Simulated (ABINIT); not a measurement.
# CsPbCl3 (Pm-3m): G0W0 in ABINIT against the bands in the screening, part 2 of 2

Wanted: the cheapest bands in the screening that holds the gap of CsPbCl3 (Pm-3m).

ABINIT 10.8.3; PBE and many-body steps on it, plane waves. Known limits of the many-body steps: not at the basis limit; exchange with frozen shells missing; no spin-orbit coupling; coarse k mesh.

So far. Step 2 (Screening, 2×2×2 mesh, 30 bands, screening to 130.6 eV): Local fields lower ε∞ by 11 %. On a Γ-centred mesh this coarse the value itself is usually too large, while a short band sum pulls it down. Step 5 (52 bands): The gap on the mesh goes from 1.93 eV to 3.15 eV, a correction of +1.22 eV.

## 6. Screening, 2×2×2 mesh, 154 bands, screening to 130.6 eV

This step: RPA screening on PBE, plane waves, norm-conserving pseudopotentials.

Input file run.abi:

```
acell 3*1.0 Angstrom
rprim 
  5.605000000000 0.000000000000 0.000000000000
  0.000000000000 5.605000000000 0.000000000000
  0.000000000000 0.000000000000 5.605000000000
ntypat 3
znucl 55 82 17
natom 5
typat 1 2 3 3 3
xred 
  0.000000000000 0.000000000000 0.000000000000
  0.500000000000 0.500000000000 0.500000000000
  0.500000000000 0.500000000000 0.000000000000
  0.000000000000 0.500000000000 0.500000000000
  0.500000000000 0.000000000000 0.500000000000
pp_dirpath "pseudos"
pseudos "Cs.upf, Pb.upf, Cl.upf"
ecut 25
ngkpt 2 2 2
nshiftk 1
shiftk 0 0 0
kptopt 1
chksymbreak 0
istwfk *1
occopt 1
irdwfk 1
optdriver 3
nband 154
ecuteps 4.8
inclvkb 2
awtr 1
symchi 1
indata_prefix "in"
outdata_prefix "out"
tmpdata_prefix "tmp"
```

Run with:

```console
OMP_NUM_THREADS=1 mpirun -n 8 abinit run.abi > log
```

Log:

```text
.Version 10.8.3 of ABINIT. v10.8.2 released Aug 2026.

 Symmetries : space group Pm -3 m (#221); Bravais cP (primitive cubic)
[... echo of the input left out ...]
== DATASET  1 ==================================================================
-   mpi_nproc: 8, omp_nthreads: 1 (-1 if OMP is not activated)

--- !DatasetInfo
iteration_state: {dtset: 1, }
dimensions: {natom: 5, nkpt: 4, mband: 154, nsppol: 1, nspinor: 1, nspden: 1, mpw: 7123, }
cutoff_energies: {ecut:  25.0, pawecutdg:  -1.0, }
[...]
--------------------------------------------------------------------------------
[... chi0 elements left out ...]
 For q-point:  0.000010 0.000020 0.000030
  dielectric constant =   7.1682
  dielectric constant without local fields =   8.2765

  Average fulfillment of the sum rule on Im[epsilon] for q-point    1 :     68.25  [%]
[... wings left out ...]
  q-point number  2        q = ( 0.500000, 0.000000, 0.000000) [r.l.u.]
--------------------------------------------------------------------------------
[... chi0 elements left out ...]
  Average fulfillment of the sum rule on Im[epsilon] for q-point    2 :     76.88  [%]

 [... 2 further q-points ...]
```

It took 9.6 s on 8 MPI ranks of AMD EPYC 9R45, shared host; peak memory 2.2 GiB.

This step gave:

```yaml
eps_infinity_with_local_fields_on_this_mesh_along_the_program_s_q_direction: 7.168
the_same_without_local_fields: 8.277
plasma_frequency: 18.56 eV
plane_waves_in_the_screening_matrix: 619
```

## 7. 154 bands

This step: G0W0 on PBE, plane waves, norm-conserving pseudopotentials.

Edit run.abi of step 6 so:

```diff
@@ -26,8 +26,17 @@
 irdwfk 1
-optdriver 3
+optdriver 4
 nband 154
+gwcalctyp 0
+ecutsigx 25
+symsigma 1
+nkptgw 2
+kptgw 
+  0.5000000000 0.5000000000 0.5000000000
+  0.0000000000 0.0000000000 0.0000000000
+bdgw 
+  19 25
+  20 25
 ecuteps 4.8
-inclvkb 2
-awtr 1
-symchi 1
+irdscr 1
+ppmodel 1
 indata_prefix "in"
```

Log:

```text
.Version 10.8.3 of ABINIT. v10.8.2 released Aug 2026.

 Symmetries : space group Pm -3 m (#221); Bravais cP (primitive cubic)
[... echo of the input left out ...]
== DATASET  1 ==================================================================
-   mpi_nproc: 8, omp_nthreads: 1 (-1 if OMP is not activated)

--- !DatasetInfo
iteration_state: {dtset: 1, }
dimensions: {natom: 5, nkpt: 4, mband: 154, nsppol: 1, nspinor: 1, nspden: 1, mpw: 7123, }
cutoff_energies: {ecut:  25.0, pawecutdg:  -1.0, }
[...]
Band     E0 <VxcDFT>   SigX SigC(E0)      Z dSigC/dE  Sig(E)    E-E0       E
[...]
24   6.319  -6.633  -2.877  -3.119   0.842  -0.188  -6.097   0.536   6.855
       25   6.319  -6.633  -2.877  -3.119   0.842  -0.188  -6.097   0.536   6.855

== END DATASET(S) ==============================================================
================================================================================

 -outvars: echo values of variables after computation  --------
           etotal      0.0000000000E+00
            nband         154
             nkpt           4
          spgroup         221
 [... the other variables as echoed above ...]

 Calculation completed.
```

Run time: 14 s. Hardware: 8 MPI ranks; peak memory 2.4 GiB.

Numbers from this step:

```
G0W0 gap on the points computed              : 3.08 eV
starting gap on the mesh                     : 1.933 eV
k of the valence top                         : 0.5, 0.5, 0.5
k of the conduction bottom                   : 0.5, 0.5, 0.5
least direct G0W0 gap on the computed points : 3.08 eV
```

Against the run before, the gap moves by −0.069 eV.

## 8. Screening, 2×2×2 mesh, 329 bands, screening to 130.6 eV

This step: RPA screening on PBE, plane waves, norm-conserving pseudopotentials.

Edit run.abi of step 7 so:

```diff
@@ -26,17 +26,8 @@
 irdwfk 1
-optdriver 4
-nband 154
-gwcalctyp 0
-ecutsigx 25
-symsigma 1
-nkptgw 2
-kptgw 
-  0.5000000000 0.5000000000 0.5000000000
-  0.0000000000 0.0000000000 0.0000000000
-bdgw 
-  19 25
-  20 25
+optdriver 3
+nband 329
 ecuteps 4.8
-irdscr 1
-ppmodel 1
+inclvkb 2
+awtr 1
+symchi 1
 indata_prefix "in"
```

Log:

```text
.Version 10.8.3 of ABINIT. v10.8.2 released Aug 2026.

 Symmetries : space group Pm -3 m (#221); Bravais cP (primitive cubic)
[... echo of the input left out ...]
== DATASET  1 ==================================================================
-   mpi_nproc: 8, omp_nthreads: 1 (-1 if OMP is not activated)

--- !DatasetInfo
iteration_state: {dtset: 1, }
dimensions: {natom: 5, nkpt: 4, mband: 329, nsppol: 1, nspinor: 1, nspden: 1, mpw: 7123, }
cutoff_energies: {ecut:  25.0, pawecutdg:  -1.0, }
[...]
--------------------------------------------------------------------------------
[... chi0 elements left out ...]
 For q-point:  0.000010 0.000020 0.000030
  dielectric constant =   7.1986
  dielectric constant without local fields =   8.2886

  Average fulfillment of the sum rule on Im[epsilon] for q-point    1 :     91.29  [%]
[... wings left out ...]
  q-point number  2        q = ( 0.500000, 0.000000, 0.000000) [r.l.u.]
--------------------------------------------------------------------------------
[... chi0 elements left out ...]
  Average fulfillment of the sum rule on Im[epsilon] for q-point    2 :     97.96  [%]

 [... 2 further q-points ...]
```

Wall time 25 s (8 MPI ranks); peak memory 2.9 GiB.

Numbers from this step:

* ε∞ with local fields, on this mesh, along the program's q direction: 7.199
* the same without local fields: 8.289
* plasma frequency: 18.56 eV
* plane waves in the screening matrix: 619

## 9. 329 bands

This step: G0W0 on PBE, plane waves, norm-conserving pseudopotentials.

Edit run.abi of step 8 so:

```diff
@@ -26,8 +26,17 @@
 irdwfk 1
-optdriver 3
-nband 329
+optdriver 4
+nband 154
+gwcalctyp 0
+ecutsigx 25
+symsigma 1
+nkptgw 2
+kptgw 
+  0.5000000000 0.5000000000 0.5000000000
+  0.0000000000 0.0000000000 0.0000000000
+bdgw 
+  19 25
+  20 25
 ecuteps 4.8
-inclvkb 2
-awtr 1
-symchi 1
+irdscr 1
+ppmodel 1
 indata_prefix "in"
```

Log:

```text
.Version 10.8.3 of ABINIT. v10.8.2 released Aug 2026.

 Symmetries : space group Pm -3 m (#221); Bravais cP (primitive cubic)
[... echo of the input left out ...]
== DATASET  1 ==================================================================
-   mpi_nproc: 8, omp_nthreads: 1 (-1 if OMP is not activated)

--- !DatasetInfo
iteration_state: {dtset: 1, }
dimensions: {natom: 5, nkpt: 4, mband: 154, nsppol: 1, nspinor: 1, nspden: 1, mpw: 7123, }
cutoff_energies: {ecut:  25.0, pawecutdg:  -1.0, }
[...]
Band     E0 <VxcDFT>   SigX SigC(E0)      Z dSigC/dE  Sig(E)    E-E0       E
[...]
24   6.319  -6.633  -2.877  -3.165   0.842  -0.188  -6.136   0.497   6.816
       25   6.319  -6.633  -2.877  -3.165   0.842  -0.188  -6.136   0.497   6.816

== END DATASET(S) ==============================================================
================================================================================

 -outvars: echo values of variables after computation  --------
           etotal      0.0000000000E+00
            nband         154
             nkpt           4
          spgroup         221
 [... the other variables as echoed above ...]

 Calculation completed.
```

Wall time 16 s (8 MPI ranks); peak memory 2.4 GiB.

This step gave:

```yaml
g0w0_gap_on_the_points_computed: 3.067 eV
starting_gap_on_the_mesh: 1.933 eV
k_of_the_valence_top: 0.5, 0.5, 0.5
k_of_the_conduction_bottom: 0.5, 0.5, 0.5
least_direct_g0w0_gap_on_the_computed_points: 3.067 eV
```

Against the run before, the gap moves by −0.013 eV.

## 10. Side by side

Times are wall times on 8 MPI ranks of AMD EPYC 9R45, shared host, good to a factor of about two. A run's time includes the screening step that it read.

```
      run   mesh  bands  screening cutoff (eV)  DFT gap (eV)  gap on the mesh (eV)  direct (eV)  ε∞ used  time
 30 bands  2×2×2    154                  130.6         1.933                 3.414        3.414     6.75  20 s
 52 bands  2×2×2    154                  130.6         1.933                 3.149        3.149     7.10  22 s
154 bands  2×2×2    154                  130.6         1.933                 3.080        3.080     7.17  23 s
329 bands  2×2×2    154                  130.6         1.933                 3.067        3.067     7.20  41 s
```

## 11. Summary of results

| Property | Result |
| --- | --- |
| 30 bands | 3.414 eV |
| 52 bands | 3.149 eV |
| 154 bands | 3.080 eV |
| 329 bands | 3.067 eV |
| known limits | not at the basis limit; exchange with frozen shells missing; no spin-orbit coupling; coarse k mesh |

**Reading.** The setting moved: bands in the screening. From 30 bands to 329 bands the gap moves by −0.35 eV, for 2.0 times the time. The last step still moves it by −0.013 eV. Bands and screening cutoff are coupled, so a series along one setting does not show full convergence. Bands and cutoff are finite, so the gap is not at the basis limit. The miss can reach some tenths of an eV and take either sign; the mesh is an error of its own. In the G0W0 runs levels were corrected at 2 k points alone, so a gap called «on the mesh» is the least over those, and an edge elsewhere would be missed. The 2×2×2 mesh is coarse for this cell, which bears on the long-range parts of exchange and screening. Where an edge is built on 6p states of lead, bismuth or thallium, scalar-relativistic gaps usually stand too wide, by a few tenths to over one eV. This is the ideal cubic cell; many perovskites, halides above all, are cubic only on average, and local tilts or off-centring can widen the gap. The norm-conserving file of at least one element keeps a d shell over frozen s and p shells of the same row. Exchange with those shells is missing from the self-energy, an error of 0.3 to 0.9 eV in cases checked, whose sign depends on which edge lies on those atoms. The many-body steps are scalar-relativistic: spin-orbit coupling is not in them.

[Paths, hosts, dates, memory and timing lines, banners, echoed tables and standing remarks are left out of the program output.]

[Logs are printed without paths, hosts, clocks, repeated set-up lines and the standing remarks that a program may print on its own settings, such as how far it seeks lower states.]

[Runs of the session that timed out or met a known fault of the program may be left out.]

[Hosts, paths, dates, database ids (printed as entryN), source tags and the programs' standing remarks are cut or masked in the printed files.]

[G0W0 gaps are taken among the corrected bands and points alone; a level outside them can change the order at an edge.]

[Where Ansatz stands beside ABINIT at settings called matched, ABINIT's density can come from a denser mesh and the files from another edition; pairs whose starting gaps differed by over 0.03 eV were left out, so agreement reads better than it is.]
